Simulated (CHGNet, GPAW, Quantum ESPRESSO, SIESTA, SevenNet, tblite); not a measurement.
# Random packing of S (91 atoms) in GPAW, part 2 of 2

Wanted: GPAW inputs and outputs for random packing of S (91 atoms), checked against a plane-wave reference.

Program: GPAW 26.7.0; the method stands at each step. Banners, paths, timers and routine set-up lines are dropped from the logs unmarked, and long logs keep their key lines alone; longer cuts are marked.

So far. Step 3 (PBE, LCAO sz(dzp), h 0.2 Å): Against the first run (11 %), the force difference from the reference is 64 %, at 0.52 times the CPU time, with 364 basis functions against 1183: the smaller basis costs accuracy. Step 4 (LDA, LCAO dzp, h 0.2 Å): Against the first run (11 %), the force difference from the reference is 10 %, at 0.83 times the CPU time; the model has changed, so this is no error of the program alone.

## 5. PBE, LCAO dzp, h 0.28 Å

Method: Kohn-Sham DFT, PBE, PAW, atomic orbitals (dzp).

Input file run.py:

```python
import numpy as np
from ase.io import read
from gpaw import GPAW, FermiDirac

atoms = read("structure.xyz")
atoms.calc = GPAW(
    mode="lcao",
    basis="dzp",
    h=0.28,
    xc="PBE",
    kpts={"size": (1, 1, 1), "gamma": True},
    occupations=FermiDirac(0.05),
    maxiter=200,
    symmetry={"point_group": False},
    txt="gpaw.txt",
)
energy = atoms.get_potential_energy(force_consistent=True)
forces = atoms.get_forces()
print(f"energy {energy:.6f} eV")
print("forces (eV/A)")
for i, (a, f) in enumerate(zip(atoms, forces)):
    print(f"{i:4d} {a.symbol:2s} {f[0]:10.5f} {f[1]:10.5f} {f[2]:10.5f}")
print(f"Fermi level {atoms.calc.get_fermi_level():.4f} eV")
for k in range(len(atoms.calc.get_ibz_k_points())):
    for s in range(atoms.calc.get_number_of_spins()):
        e = atoms.calc.get_eigenvalues(kpt=k, spin=s)
        n = np.searchsorted(e, atoms.calc.get_fermi_level())
        print(f"k {k} spin {s} levels about the Fermi level:", np.round(e[max(n - 6, 0):n], 4).tolist(), "|", np.round(e[n:n + 6], 4).tolist())
```

Input file structure.xyz:

```xyz
91
Lattice="13.93850 0.00000 0.00000 0.00000 13.93850 0.00000 0.00000 0.00000 13.93850" Properties=species:S:1:pos:R:3 pbc="T T T"
[... 91 atom lines left out: the same atoms as in the first run ...]
```

Run with:

```console
$ OMP_NUM_THREADS=1 python run.py > output.txt
```

Output:

```text
energy -199.012241 eV
forces (eV/A)
   0 S    -0.06611    0.49114    0.59004
   1 S    -0.64172   -0.33835   -0.82529
   2 S     1.08118    0.18394    0.97021
   3 S    -1.59367   -1.35668    0.06317
   4 S    -0.68938   -0.50887   -0.93994
   5 S     0.89032   -0.43241   -0.02755
   6 S     0.86980   -0.31552    0.33600
   7 S    -0.35407   -0.58376    0.45758
   8 S     0.33654    1.17266   -2.84608
   9 S    -0.53555    0.82692   -0.69988
  10 S    -0.28941    0.42931   -0.24326
  11 S     0.03230   -1.08400    0.47314
[...]
86 S     0.53378   -1.27859   -1.41441
  87 S     0.23727    0.94298   -0.86876
  88 S    -0.39538   -0.45612   -1.42905
  89 S    -0.62426    0.07320    0.72375
  90 S     0.64496   -1.46526   -0.82076
Fermi level 1.2981 eV
k 0 spin 0 levels about the Fermi level: [1.1844, 1.2359, 1.2439, 1.2641, 1.2759, 1.2932] | [1.3008, 1.3218, 1.3488, 1.3665, 1.3835, 1.3883]
```

gpaw.txt:

```text
Input parameters:
  mode=LCAO(),
  basis={'default': 'dzp'},
  h=0.28,
  kpts=MonkhorstPack(size=(1, 1, 1), gamma=True),
  maxiter=200,
  occupations=Occupations(name='fermi-dirac', width=0.05, fixmagmom=False),
  symmetry=Symmetry(point_group=False),
  xc=XC(name='PBE')
[... lines left out ...]
  Fermi-Dirac:
[... lines left out ...]
convergence criteria:
- Maximum [total energy] change in last 3 cyles: 0.0005 eV / valence electron
[... lines left out ...]
Converged in 34 steps
[... lines left out ...]
  Free energy:    -199.012241
[... lines left out ...]
Fermi level: 1.298
[... lines left out ...]
|          0 |       -13.403 |     2.000 |
|        ... |               |           |
|        265 |         1.171 |     1.853 |
|        266 |         1.177 |     1.838 |
[...]
|        280 |         1.399 |     0.234 |
|        ... |               |           |
|        331 |         2.497 |     0.000 |
Gap: 0.008 eV
Transition (v -> c):
  (s=0, k=0, n=272, [0.00, 0.00, 0.00]) -> (s=0, k=0, n=273, [0.00, 0.00, 0.00])
No difference between direct/indirect transitions
Force computation time: 6.809  # s
timing:  # [seconds]
  Total:  171.754  # ━━━━━━━━━━━━━━━━━━━━━━━━━━━━━━━━━━━━━━━━━━━━━━━━━━━━━━━━
  Init:     7.030  # ━━╸
  SCF:    157.878  # ━━━━━━━━━━━━━━━━━━━━━━━━━━━━━━━━━━━━━━━━━━━━━━━━━━━╸
  Forces:   6.809  # ━━
```

The job ended after 2.9 min (1 thread of Arm Neoverse V1, shared host; peak memory 0.65 GiB).

Numbers from this run, and their distance from the reference:

```yaml
r_m_s_force_component: 0.8815 eV/Å
r_m_s_difference_of_force_components: 111 meV/Å
longest_difference_of_force_vectors: 482.2 meV/Å
force_difference_over_r_m_s_force: 11.65 %
slope_of_forces_against_the_reference_s: 0.9208
correlation_of_force_components: 0.9957
energy_less_the_same_level_run_s: 357.1 meV/atom
r_m_s_force_difference_from_the_same_level_run: 60.22 meV/Å
```

This is a coarse setting, run to see what it loses.

Against the first run (11 %), the force difference from the reference is 12 %, at 0.73 times the CPU time: the grid matters here.

The forces add up to 1.2 eV/Å instead of zero, usually a sign of too coarse a grid.

## 6. PBE, LCAO dzp, h 0.2 Å, other mixer settings

Method: Kohn-Sham DFT, PBE, PAW, atomic orbitals (dzp).

run.py, as its differences from that of step 5:

```diff
@@ -2,3 +2,4 @@
 from ase.io import read
-from gpaw import GPAW, FermiDirac
+from gpaw import GPAW, FermiDirac, Mixer
+from ase.parallel import parprint as print
 
@@ -8,3 +9,3 @@
     basis="dzp",
-    h=0.28,
+    h=0.2,
     xc="PBE",
@@ -12,2 +13,3 @@
     occupations=FermiDirac(0.05),
+    mixer=Mixer(0.1, 5, 50),
     maxiter=200,
```

structure.xyz is that of step 5.

Run with:

```console
$ OMP_NUM_THREADS=1 mpirun -np 2 gpaw python run.py > output.txt
```

Output:

```text
energy -231.508901 eV
forces (eV/A)
   0 S    -0.06720    0.46530    0.61376
   1 S    -0.70206   -0.43835   -0.81388
   2 S     1.06750    0.14390    1.02080
   3 S    -1.59119   -1.40426    0.03933
   4 S    -0.76454   -0.55218   -0.93823
   5 S     0.74999   -0.46941   -0.03863
   6 S     0.90522   -0.32495    0.31705
   7 S    -0.40767   -0.50066    0.36228
   8 S     0.38597    1.21744   -2.82962
   9 S    -0.53162    0.88248   -0.77060
  10 S    -0.29138    0.38749   -0.24440
  11 S     0.02195   -1.10759    0.54386
  12 S     0.99892   -0.22369   -0.99616
  13 S    -0.57138    0.98699   -1.20603
  14 S    -1.55942    0.81516   -1.04519
  15 S     0.99595    1.13505   -0.56187
  16 S     0.26032    0.35010    1.03711
  17 S    -0.02961    0.06458    1.23621
  18 S    -0.98000    0.37347   -0.33680
  19 S     0.49451    0.88449   -1.18670
  20 S     0.28874    0.52227    0.15793
  21 S    -0.00062    0.12177    1.42177
  22 S     1.96556   -0.03118    0.83252
  23 S     1.06976   -1.32340    0.10280
[...]
83 S    -0.31735    0.03539   -0.89971
  84 S     0.77750    0.23114    1.25641
  85 S    -0.42584   -1.36058    0.92135
  86 S     0.52706   -1.25073   -1.43820
  87 S     0.27942    0.86776   -0.81681
  88 S    -0.42755   -0.44103   -1.31291
  89 S    -0.63889    0.05926    0.69866
  90 S     0.65792   -1.55832   -0.97880
Fermi level 1.2948 eV
k 0 spin 0 levels about the Fermi level: [1.1813, 1.2325, 1.2406, 1.2609, 1.2727, 1.29] | [1.2974, 1.3185, 1.3453, 1.3631, 1.3801, 1.3849]
```

gpaw.txt:

```text
Input parameters:
  mode=LCAO(),
  basis={'default': 'dzp'},
  h=0.2,
  kpts=MonkhorstPack(size=(1, 1, 1), gamma=True),
  maxiter=200,
  mixer=Pulay(name='pulay', nmaxold=5, beta=0.1, weight=50, sigma=0.015, g_ss=None),
  occupations=Occupations(name='fermi-dirac', width=0.05, fixmagmom=False),
  symmetry=Symmetry(point_group=False),
  xc=XC(name='PBE')
Unit cell  # Å
[... lines left out ...]
  Fermi-Dirac:
[... lines left out ...]
convergence criteria:
- Maximum [total energy] change in last 3 cyles: 0.0005 eV / valence electron
[... lines left out ...]
Converged in 72 steps
[... lines left out ...]
  Kinetic:        -255.898735
  Coulomb:         142.092979
  Zero:              5.218054
  External:          0.000000
  Xc:             -121.951480
  Entropy:          -0.969719
  Spinorbit:         0.000000
  ----------------------------
  Free energy:    -231.508901
  Extrapolated:   -231.024041
dipole moment: (13.065516, 9.099199, 34.245600)  # |e|*Ang
Fermi level: 1.295
Eigenvalues  # (at kpt = [0.000, 0.000, 0.000])
| band index |      eig [eV] | occ [0-2] |
|------------|---------------|-----------|
|          0 |       -13.409 |     2.000 |
|        ... |               |           |
|        265 |         1.168 |     1.852 |
|        266 |         1.174 |     1.837 |
[...]
|        280 |         1.396 |     0.235 |
|        ... |               |           |
|        331 |         2.492 |     0.000 |
Gap: 0.007 eV
Transition (v -> c):
  (s=0, k=0, n=272, [0.00, 0.00, 0.00]) -> (s=0, k=0, n=273, [0.00, 0.00, 0.00])
No difference between direct/indirect transitions
Force computation time: 5.085  # s
```

Elapsed: 5.2 min, on 2 MPI ranks; peak memory 1.6 GiB.

Against the reference:

```yaml
r_m_s_force_component: 0.8879 eV/Å
r_m_s_difference_of_force_components: 100.6 meV/Å
longest_difference_of_force_vectors: 360.2 meV/Å
force_difference_over_r_m_s_force: 10.56 %
slope_of_forces_against_the_reference_s: 0.9283
correlation_of_force_components: 0.9965
energy_less_the_same_level_run_s: 0.0001 meV/atom
r_m_s_force_difference_from_the_same_level_run: 5.058 meV/Å
```

Against the first run (11 %), the force difference from the reference is 11 %, at 2.6 times the CPU time (on 2 against 1 cores) (72 SCF steps against 34): another solver or mixer reaches the same state.

## 7. All runs compared

Differences are against the plane-wave reference, forces as r.m.s. over components; share is that over the reference's r.m.s. force, slope the least-squares factor from reference forces to these. Total energies of different programs have different zeros and aren't compared.

| run | Δ force, r.m.s. (meV/Å) | share (%) | slope | cores | CPU time | memory (GiB) |
| --- | --- | --- | --- | --- | --- | --- |
| reference | - | - | - | 4 | 85 min | 9.2 |
| GPAW PBE, LCAO dzp, h 0.2 Å | 104 | 10.9 | 0.924 | 1 | 4 min | 1.5 |
| GPAW PBE, LCAO sz(dzp), h 0.2 Å (coarse) | 614 | 64.4 | 0.517 | 1 | 2.1 min | 1.3 |
| GPAW LDA, LCAO dzp, h 0.2 Å | 95.4 | 10.0 | 0.951 | 1 | 3.3 min | 1.5 |
| GPAW PBE, LCAO dzp, h 0.28 Å (coarse) | 111 | 11.6 | 0.921 | 1 | 2.9 min | 0.65 |
| GPAW PBE, LCAO dzp, h 0.2 Å, other mixer settings | 101 | 10.6 | 0.928 | 2 | 10 min | 1.6 |

Rows marked coarse were listed beforehand as settings not expected to be converged; some can still land near the reference.

CPU time is summed over cores on a shared host, where runs went side by side, so it is rough. Symmetry, cutoffs, thresholds, outputs and thread counts weren't matched or tuned between programs; memory under MPI is the largest rank's times the ranks.

Within one program, basis, potentials and functional, energies share a zero. Each run against its twin at the usual cutoff or grid and solver:

| run | twin | Δ energy (meV/atom) | Δ force, r.m.s. (meV/Å) | CPU time over the twin's |
| --- | --- | --- | --- | --- |
| GPAW PBE, LCAO dzp, h 0.28 Å | LCAO dzp, h 0.2 Å | 357 | 60.2 | 0.73 |
| GPAW PBE, LCAO dzp, h 0.2 Å, other mixer settings | LCAO dzp, h 0.2 Å | 1.0e-4 | 5.06 | 2.6 (this twin ran on 1 cores) |

A second geometry, displaced anew (every atom was moved at random, 0.04 Å r.m.s. a Cartesian component), gives an energy difference that all programs can be tested on. The reference puts it at 12.45 meV/atom.

| run | energy less the first geometry's (meV/atom) | error (meV/atom) | force share at the second geometry (%) |
| --- | --- | --- | --- |
| GPAW PBE, LCAO dzp, h 0.2 Å | 10.85 | -1.60 | 10.4 |
| GPAW PBE, LCAO sz(dzp), h 0.2 Å | 2.216 | -10.2 | 60.0 |
| GPAW LDA, LCAO dzp, h 0.2 Å | 11.35 | -1.10 | 9.60 |
| GPAW PBE, LCAO dzp, h 0.28 Å | 10.99 | -1.46 | 10.7 |
| GPAW PBE, LCAO dzp, h 0.2 Å, other mixer settings | 10.85 | -1.60 | 9.99 |

## 8. Summary of results

```
nearest in forces : GPAW LDA, LCAO dzp, h 0.2 Å, 10 %
its CPU time      : 3.3 min
```

In words: The PBE runs in local orbitals, coarse settings apart, differ by 11 % in each run; basis, grid and potentials can all enter. Rows with another functional or a dispersion term differ by 10 % (GPAW LDA, LCAO dzp, h 0.2 Å), which mixes the change of model with differences of basis and potentials. GPAW PBE, LCAO dzp, h 0.2 Å, other mixer settings needed 72 SCF steps, so its time overstates the method's usual cost. Runs with settings chosen to be coarse differ by 12 % (GPAW PBE, LCAO dzp, h 0.28 Å) to 64 % (GPAW PBE, LCAO sz(dzp), h 0.2 Å), their programs' other errors included. Of the electronic-structure runs that take under half the reference's CPU time, GPAW LDA, LCAO dzp, h 0.2 Å comes nearest, at 10 % in 3.3 min against 85 min. The energy difference between the two geometries, 12.4 meV/atom in the reference, is met best by GPAW LDA, LCAO dzp, h 0.2 Å (-1.1) and worst by GPAW PBE, LCAO sz(dzp), h 0.2 Å (coarse) (-10.2). The reference's pressure of -9.7 GPa belongs to a cell and atoms that aren't relaxed at this level. The electronic-structure runs sample only Γ, in a cell whose shortest periodic width is 14 Å, which is coarse for a cell with partly filled levels.

[Also dropped from logs without a mark: logging warnings of Python, and SIESTA's first energy breakdown and zero terms.]

[Logs are printed without paths, hosts, clocks, repeated set-up lines and the standing remarks that a program may print on its own settings, such as how far it seeks lower states.]

[Hosts, paths, dates, database ids (printed as entryN), source tags and the programs' standing remarks are cut or masked in the printed files.]
